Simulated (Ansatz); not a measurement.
# λ, α²F and ρ(T) of Ni(111) film of 5 layers, part 4 of 4

Aim: how strongly do electrons couple to phonons in Ni(111) film of 5 layers, and what resistivity does that give?

Ansatz 0.2.0; DFT PBEsol, scalar-relativistic, plane waves, PAW; PAW set soft_1.

So far, log mean phonon energy ħω_log, spin up (meV): step 5 (resistivity: q 2×2×1, k 8×8×1, scattering 12×12×1) 20.1. Also resistivity at 300 K (μΩ cm): step 5 7.45.

## Step 6: Resistivity: q 3×3×1, k 12×12×1, scattering 24×24×1

The next rung changes the q mesh, which sets the reach of the force constants and couplings; the k mesh of the density and its response; the scattering mesh, which samples the Fermi surface.

input.yaml

```yaml
crystal:
  lattice:
    - [2.4230920995, 0.0, 0.0]
    - [-1.2115460498, 2.0984593138, 0.0]
    - [0.0, 0.0, 40.0581823999]
  atoms:
    - { symbol: Ni, position: [0.0, 0.0, 0.1389277762], spin: 0.75 }
    - { symbol: Ni, position: [0.3333333333, 0.6666666667, 0.1885571536], spin: 0.78 }
    - { symbol: Ni, position: [0.6666666667, 0.3333333333, 0.2387663251], spin: 0.74 }
    - { symbol: Ni, position: [0.0, 0.0, 0.2889754965], spin: 0.78 }
    - { symbol: Ni, position: [0.3333333333, 0.6666666667, 0.3386048739], spin: 0.75 }
  periodic: [true, true, false]
kpoints:
  mp_grid: { grid: [12, 12, 1] }
hamiltonian:
  xc: pbesol
  pseudopotentials: { kind: paw, azcp: { folder: soft_1 }, xc_functional: pbe }
scf:
  occupations: { method: gaussian, width: 0.15 }
output:
  eigenvalues: true
  populations: true
magnetization:
  spin_polarized: true
phonons:
  method: dfpt
  qmesh: [3, 3, 1]
  temperatures: { t_max: 1000, t_step: 50 }
  qpath:
    path:
      - [0.0, 0.0, 0.0]
      - [0.5, 0.0, 0.0]
      - [0.33333333, 0.33333333, 0.0]
      - [0.0, 0.0, 0.0]
    npoints: 10
  electrical_resistivity:
    mesh: [24, 24, 1]
    temperatures: [20.0, 50.0, 77.0, 100.0, 150.0, 200.0, 300.0, 400.0, 600.0, 800.0]
```

Run with:

```sh
$ ansatz run input.yaml --threads 8 --pin off --max-ram 20480MiB --backend cpu --events-out ev --progress --plain --runs-dir out
```

Numbers of over 12 decimals in the logs are rounded to 6 here.

Log:

```text
[...]
Crystal: 5 atoms, lattice volume = 203.686 Å³
Basis set: ecut = 420 eV, 3847 PW (Γ), exchange–correlation on 36×36×540 points (8 copies of the dense FFT grid, shifted against one another)
Bands: 57, of which v1, the nominal top of the filled ones, is band 45 counted from 1 (44 counted from 0)
Symmetry: 12 space group operations
[...]
k-points: 19 of 144
[...]
Starting moments: Σ|m| = 3.8 μB on 5 of 5 sites
[...]
SCF 1 converged in 16 iterations: F = -29023.458152 eV  dr2 = 2.42e-9
[...]
k-points: 19 of 144 (irreducible under 6 space group operations, time reversal used)
[...]
SCF iter  10: F=-29023.458152 eV  HF=-29023.458152 eV  |F-HF|=8.80e-10  |Δ(HF+E_count)|=  4.44e-10  Δρ=3.89e-8 (↑1.77e-8 ↓3.89e-8)  dr2=8.41e-12  dr2_m=8.35e-13  M=3.267 μB ∫|m|=3.700 μB  ethr=1.00e-12  ⟨swp⟩=12.6  Hψ=15120  notcnv=0
SCF 2 converged in 10 iterations: F = -29023.458152 eV  dr2 = 8.41e-12
[...]
SCF iter  10: F=-29023.458152 eV  HF=-29023.458152 eV  |F-HF|=4.04e-10  |Δ(HF+E_count)|=  4.40e-10  Δρ=3.89e-8 (↑1.74e-8 ↓3.89e-8)  dr2=8.45e-12  dr2_m=8.27e-13  M=3.267 μB ∫|m|=3.700 μB  ethr=1.00e-12  ⟨swp⟩=3.3  Hψ=7001  notcnv=0
SCF 3 converged in 10 iterations: F = -29023.458152 eV  dr2 = 8.45e-12
[...]
SCF converged after 10 iterations
Magnetization: 3.2672 μB (46.6336 up, 43.3664 down)
Absolute magnetization: 3.7052 μB (∫|ρ↑−ρ↓|, with the PAW one-centre terms)
[...]
Per-site moments (μB) at R_I (Å): [(0.683166, 0.999525), (0.706043, 0.999525), (0.673801, 0.999525), (0.706043, 0.999525), (0.683166, 0.999525)]
Free energy (F): -29023.458152 eV
[...]
Internal energy: -29023.360313 eV  (E = F + TS)
E sigma→0 (E₀):  -29023.409233 eV
Entropy (-TS):   -0.097839 eV (-19.568 meV/atom)
Fermi energy:    -5.277873 eV
[...]
--- Band table (eV; the first three rows and the last of 38) ---
  k-point 0 ↑: bands = [... 41 lower, -6.5741, -6.5741, -6.3116, -6.3116, -5.9947, -5.9947, -5.8872, -5.8872, ... 8 higher]
  k-point 1 ↑: bands = [... 41 lower, -6.5857, -6.5683, -6.5540, -6.4349, -6.3080, -6.0112, -5.9949, -5.8827, ... 8 higher]
  k-point 2 ↑: bands = [... 41 lower, -6.8095, -6.7469, -6.5581, -6.3080, -6.3058, -5.9987, -5.8718, -5.4565, ... 8 higher]
  k-point 18 ↓: bands = [... 41 lower, -5.3381, -5.2350, -5.1925, -5.1925, 0.1092, 0.1092, 0.3425, 0.4499, ... 8 higher]
  ° read free of the cell's end (the report's vacuum.weakly_bound_levels)
[...]
ASR residual: 5.688e-5 → 0.000e0 eV/Å²; symmetrization residual: 1.900e-6 eV/Å²
[...]
ASR residual per site (eV/Å²): 1.86e-5 5.69e-5 2.78e-5 5.64e-5 1.62e-5
[...]
--- Phonons (arbitrary-q DFPT): 3 irreducible q on the 3×3×1 mesh ---
[...]
q = [0.3333, 0.3333, 0.0000] (star 2, 10 solved perturbations in 545 linear systems a pass and spin channel, the states on 78 of 144 k-point pairs; hermiticity 1.06e-7, symmetrization 3.43e-8, taken by the last average 9.93e-8): 172.18 172.18 183.44 183.44 200.45 232.18 232.81 240.50 240.50 264.31 264.31 272.57 284.69 284.69 286.69
[...]
interpolated dispersion: 31 rows × 15 modes
[...]
--- Electrical resistivity: potentials and phonons of a 3×3×1 supercell ---
[...]
at the Fermi level of each mesh (of a tensor half of its trace):
[...]
24×24×1     up              0.8188              2.6797    0.0603    0.0522          21.402
        24×24×1   down             10.1982              2.1238    0.4134    0.5038          22.749
        12×12×1     up              0.8189              2.6470    0.0546    0.0515          21.462
        12×12×1   down             16.9368              2.0966    0.7073    0.8425          22.287
          6×6×1     up              0.7246              2.4316    0.0514    0.0605          21.674
          6×6×1   down              6.1032              2.3071    0.3444    0.4356          23.900
  resistivity on the deck's mesh, µΩ·cm:
[...]
20.00     1.4080e-3              no     1.4080e-3     1.4080e-3      0.0000e0       3.5491e-3         4.4976e-3
     50.00     1.2643e-1              no     1.2643e-1     1.2643e-1      0.0000e0       2.0101e-1         1.8421e-1
     77.00     5.6435e-1              no     5.6435e-1     5.6435e-1      0.0000e0       7.5934e-1         7.3190e-1
    100.00      1.1375e0             yes      1.1375e0      1.1375e0      0.0000e0        1.4062e0          1.4190e0
    150.00      2.6139e0             yes      2.6139e0      2.6139e0      0.0000e0        2.9651e0          3.1543e0
    200.00      4.1082e0             yes      4.1082e0      4.1082e0      0.0000e0        4.5249e0          4.8976e0
    300.00      6.9391e0             yes      6.9391e0      6.9391e0      0.0000e0        7.5217e0          8.1985e0
    400.00      9.6391e0              no      9.6391e0      9.6391e0      0.0000e0        1.0417e1          1.1351e1
    600.00      1.4933e1              no      1.4933e1      1.4933e1      0.0000e0        1.6149e1          1.7526e1
    800.00      2.0282e1             yes      2.0282e1      2.0282e1      0.0000e0        2.2037e1          2.3729e1
  sheet resistance at 20 K: 0.003515 Ω
[...]
sheet resistance at 50 K: 0.3156 Ω
[...]
sheet resistance at 77 K: 1.409 Ω
[...]
sheet resistance at 100 K: 2.840 Ω
[...]
sheet resistance at 150 K: 6.525 Ω
[...]
sheet resistance at 200 K: 10.26 Ω
[...]
sheet resistance at 300 K: 17.32 Ω
[...]
sheet resistance at 400 K: 24.06 Ω
[...]
sheet resistance at 600 K: 37.28 Ω
[...]
sheet resistance at 800 K: 50.63 Ω
[...]
vibrations of 9 cells: unjudged by the run; compare a larger repeat
[...]
--- Löwdin populations: 5 sites ---
  site symbol       q [e]    m [muB]
     0     Ni     17.7946     0.6799
     1     Ni     17.7564     0.6951
     2     Ni     17.7759     0.6688
     3     Ni     17.7564     0.6951
     4     Ni     17.7946     0.6799
  spilling = 0.012468 (of n_electrons = 90.000000)
```

The job ended after 36 min (8 threads of Arm Neoverse V2, shared host; peak memory 4.6 GiB; 4.6 h of CPU time).

Numbers from this step:

* magnetization: 3.267 μB
* absolute magnetization: 3.705 μB
* site moments: 0.6832, 0.7060, 0.6738, 0.7060, 0.6832 μB
* zero point energy: 0.1926 eV/cell
* highest frequency, solved or plainly interpolated: 328 cm⁻¹
* sheet resistance 300K: 17.32 Ω/square, mean in the plane
* resistivity at 300 K: 6.939 μΩ cm, mean of the axes, of the whole cell with its vacuum
* coupling constant λ, spin up: 0.06033
* coupling constant λ, spin down: 0.4134
* log mean phonon energy ħω_log, spin up: 21.4 meV
* log mean phonon energy ħω_log, spin down: 22.75 meV
* density of states at the Fermi level, spin up: 0.8188 states/eV a spin and cell
* density of states at the Fermi level, spin down: 10.2 states/eV a spin and cell
* transport coupling constant λ_tr, spin up: 0.05222, 0.05222, 0 (xx, yy, zz)
* transport coupling constant λ_tr, spin down: 0.5038, 0.5038, 0 (xx, yy, zz)
* Drude plasma energy, spin up: 2.68, 2.68, 0 eV (xx, yy, zz)

Solved on the 3×3×1 mesh alone; all other wavevectors are interpolated. Phonon branches along the path, in cm⁻¹:

```
  point  branch 1  branch 2  branch 3  branch 4  branch 12  branch 13  branch 14  branch 15
      Γ         0         0         0        51        151        205        271        306
halfway        99       122       126       133        239        257        271        283
      M       143       157       158       163        287        315        316        328
halfway       157       159       177       184        273        303        304        316
      K       172       172       183       183        273        285        285        287
halfway       111       130       156       157        254        266        276        279
      Γ         0         0         0        51        151        205        271        306
```

One curve a spin channel. The Eliashberg function α²F by phonon energy:

```
phonon energy (meV)   α²F up  α²F tr up  α²F down  α²F tr down
                  2   1.8e-4          0    1.8e-4            0
                  4   4.1e-4     1.8e-5   0.00101       3.0e-4
                  6  0.00108     2.4e-4   0.00184       9.4e-4
                  8  0.00350     8.0e-4   0.00364      0.00217
                 10   0.0043    0.00140   0.00907      0.00479
                 12  0.00633    0.00261    0.0223       0.0135
                 14   0.0109    0.00500    0.0560       0.0330
                 16   0.0174    0.00976     0.165       0.0856
                 18   0.0230     0.0200     0.155        0.213
                 20   0.0244     0.0251     0.203        0.352
                 22   0.0291     0.0277     0.197        0.269
                 24   0.0241     0.0272     0.249        0.282
                 26   0.0422     0.0392     0.664        0.669
                 28   0.0282     0.0288     0.243        0.266
                 30   0.0269     0.0298     0.128        0.199
                 32   0.0233     0.0235    0.0813        0.137
                 34   0.0292     0.0287     0.141        0.222
                 36   0.0332     0.0287     0.149        0.218
                 38   0.0153     0.0166    0.0795        0.124
                 40  0.00312      0.004    0.0195       0.0254
```

Of the whole cell with its vacuum, so only the sheet resistance is a property of the layer; the means are those of the plane. Resistivity, by row:

```
T (K)  ρ_xx (μΩ cm)      ρ_yy  ρ_zz  ρ by Ziman's lowest order, mean  ρ by relaxation times, mean  within 2 % of the coarser mesh
   20      0.001408  0.001408     -                         0.003549                     0.004498                              no
   50        0.1264    0.1264     -                            0.201                       0.1842                              no
   77        0.5644    0.5644     -                           0.7593                       0.7319                              no
  100         1.137     1.137     -                            1.406                        1.419                             yes
  150         2.614     2.614     -                            2.965                        3.154                             yes
  200         4.108     4.108     -                            4.525                        4.898                             yes
  300         6.939     6.939     -                            7.522                        8.199                             yes
  400         9.639     9.639     -                            10.42                        11.35                              no
  600         14.93     14.93     -                            16.15                        17.53                              no
  800         20.28     20.28     -                            22.04                        23.73                             yes
```

The cell's resistivity over its height. Sheet resistance, along x against temperature:

```
temperature (K)  sheet resistance, along x (Ω/square)
             20                               0.00351
             50                                 0.316
             77                                  1.41
            100                                  2.84
            150                                  6.53
            200                                  10.3
            300                                  17.3
            400                                  24.1
            600                                  37.3
            800                                  50.6
```

Some points of the scattering mesh along the symmetry lines, up to three branches each (those of largest λ), at most 39 rows; the frequencies are those of the scattering step, which can differ from the solved and plainly interpolated ones; single rows converge slowly. Mode couplings:

```
    q1      q2  q3  branch  ħω (meV)     λ_q  half width (meV)
0.2083       0   0       1     10.62    0.12             0.235
0.2083       0   0       3     14.48   0.406              1.47
0.2083       0   0      12     27.09   0.332              4.22
0.4167       0   0       1     16.94   0.141             0.702
0.4167       0   0       3     19.12   0.169              1.07
0.4167       0   0       8     25.86   0.169              1.95
0.4167  0.1667   0       1      19.5   0.067             0.441
0.4167  0.1667   0       2     19.68   0.108             0.722
0.4167  0.1667   0       8     26.98  0.0482             0.607
0.2083  0.2083   0       6     24.12  0.0529             0.532
0.2083  0.2083   0       9     27.52   0.417              5.47
0.2083  0.2083   0      13     34.67  0.0676              1.41
```

Largest shares of lambda; single rows converge slowly. Strongest modes:

```
     q1      q2  q3  star  branch  ħω (meV)     λ_q  half width (meV)
 0.2083  0.2083   0     6       9     27.52  0.4171             5.467
      0  0.2083   0     6       3     14.48  0.4058             1.472
      0  0.2083   0     6      12     27.09  0.3321             4.218
0.04167   0.375   0    12       1     16.64  0.1429            0.6848
 0.1667  0.2083   0    12       9     26.87   0.141             1.763
0.04167  0.2083   0    12       3     15.04  0.1402            0.5492
0.08333  0.2083   0    12       2     15.59  0.1307            0.5495
0.04167   0.375   0    12       2     18.71  0.1008            0.6111
```

300 K. The cumulative share of the conductivity, along x by mean free path:

mean free path (nm), cumulative share of the conductivity, along x and a bar:
```
      1.1      0.002 
      1.3      0.003 
      1.6      0.005 
      1.8      0.008 
      2.0      0.012 
      2.5      0.026 #
      2.8      0.032 #
      3.2      0.038 #
      3.5      0.045 #
      4.5      0.064 ##
      5.0      0.073 ##
      5.6      0.076 ##
      7.1      0.078 ##
      7.9      0.078 ##
      8.9      0.079 ##
     11.2      0.079 ##
     12.6      0.079 ##
     14.1      0.079 ##
     17.8      0.079 ##
     19.9      0.079 ##
     22.4      0.079 ##
     28.2      0.080 ##
     31.6      0.086 ###
     35.5      0.098 ###
     39.8      0.121 ####
     50.1      0.249 ########
     56.2      0.320 ##########
     63.1      0.431 ##############
     79.4      0.738 #######################
     89.1      0.948 ##############################
```

Resistivity by mesh:

```
   mesh  T (K)  mean rho (μΩ cm)
24x24x1     20          0.001408
24x24x1    300             6.939
24x24x1    800             20.28
12x12x1     20          0.001216
12x12x1    300              7.07
12x12x1    800             20.64
  6x6x1     20          0.001572
  6x6x1    300             10.75
  6x6x1    800             30.07
```

No LO-TO term; unit eigenvectors of the mass-weighted matrix. Modes at Γ:

```
mode  frequency (cm⁻¹)  symmetry
   1               0.0   unnamed
   2               0.0   unnamed
   3               0.0   unnamed
   4              50.7        Eg
   5              50.7        Eg
   6              87.8        Eu
   7              87.8        Eu
   8             110.7       A1g
   9             125.8        Eg
  10             125.8        Eg
  11             150.9        Eu
  12             150.9        Eu
  13             205.2       A2u
  14             271.4       A1g
  15             305.5       A2u
```

Displacements in mode 4 (50.7 cm⁻¹), the largest set to 1:
```
Ni1  1.00  0.56  0.00
Ni2  0.59  0.33  0.00
Ni3  0.00  0.00  0.00
Ni4 -0.59 -0.33  0.00
Ni5 -1.00 -0.56  0.00
```

Displacements in mode 6 (87.8 cm⁻¹), the largest set to 1:
```
Ni1 -0.01 -0.81  0.00
Ni2  0.00  0.31  0.00
Ni3  0.01  1.00  0.00
Ni4  0.00  0.31  0.00
Ni5 -0.01 -0.81  0.00
```

Harmonic. Thermo, by row:

```
T (K)  F_vib (meV/atom)  S (J/mol-atom/K)  C_V (J/mol-atom/K)
    0             38.52                 0                   0
   50             38.35             1.291               3.721
  100             36.37              6.79               12.77
  150              31.2             13.08               17.98
  200             22.95             18.65                20.6
  250             12.01             23.41               22.02
  300             -1.21             27.51               22.85
  350             -16.4             31.07               23.38
  400            -33.34             34.22               23.73
  450            -51.81             37.03               23.98
  500            -71.67             39.56               24.15
  550            -92.78             41.87               24.29
  600              -115             43.99               24.39
  650            -138.3             45.95               24.47
  700            -162.6             47.76               24.53
  750            -187.8             49.46               24.59
  800            -213.9             51.05               24.63
  850            -240.7             52.54               24.66
  900            -268.3             53.95               24.69
  950            -296.6             55.28               24.72
 1000            -325.6             56.55               24.74
```

Some states were left unconverged by the eigensolver. By its own test the run is not converged in the mesh. λ = 0.387 and 17.3 Ω per square at 300 K, against 0.425 and 18.6 in the run with q 2×2×1, k 8×8×1, scattering 12×12×1 (-8.9 % and -6.8 %). By the run's own test λ of one spin channel moves by 71 % between its two finest scattering meshes.

## Step 7: Outcome

| Quantity | Value |
| --- | --- |
| run | PBEsol, q 3×3×1, k 12×12×1, scattering 24×24×1 |
| coupling constant λ | spin up: 0.0603; spin down: 0.413 |
| log mean phonon energy ħω_log | spin up: 21.4 meV; spin down: 22.8 meV |
| states at the Fermi level | spin up: 0.819 states/eV/spin/cell; spin down: 10.2 states/eV/spin/cell |
| sheet resistance at 300 K | 17.3 Ω per square |
| change between its two finest scattering meshes | λ 71 % |
| time of that run | 36 min |

What this shows: On the last rung that gave a resistivity at the base settings (q 3×3×1, k 12×12×1, scattering 24×24×1), Ni(111) film of 5 layers has λ = 0.39 and a phonon-limited sheet resistance of 17.3 Ω per square at 300 K. The coupling is moderate (λ = 0.39), so phonons raise the electrons' mass at the Fermi surface by about 39 % in the mean of the spin channels, weighted by their densities of states, if this value holds on finer meshes. By the run's own test λ moves by 71 % between the two scattering meshes. Values of ρ(T) under 50 K rest on the softest modes, mostly interpolated ones, and are the least sure of the table. The three lowest branches give 31 % of λ. In the run quoted no mode is imaginary at the wavevectors of the 3×3×1 mesh; wavevectors off that mesh are interpolated. Only scattering by harmonic phonons counts; impurities, grain boundaries, magnons and spin disorder and thermal expansion are left out. The magnetic order is the one started from and need not be the ground state. The resistivity belongs to the whole cell, vacuum included; the sheet resistance is the quantity that does not depend on the vacuum. The PAW files were made for PBE; under other functionals the run regenerates their frozen core. The c of the given cell is the typed one; the program laid its own vacuum and ran the layer in a cell 40.1 Å high. The structure was built by hand as an ordered model, and its stability against other phases was not tested.

[Logs are printed without paths, hosts, clocks, repeated set-up lines and the standing remarks that a program may print on its own settings, such as how far it seeks lower states.]

[Hosts, paths, dates, database ids (printed as entryN), source tags and the programs' standing remarks are cut or masked in the printed files.]
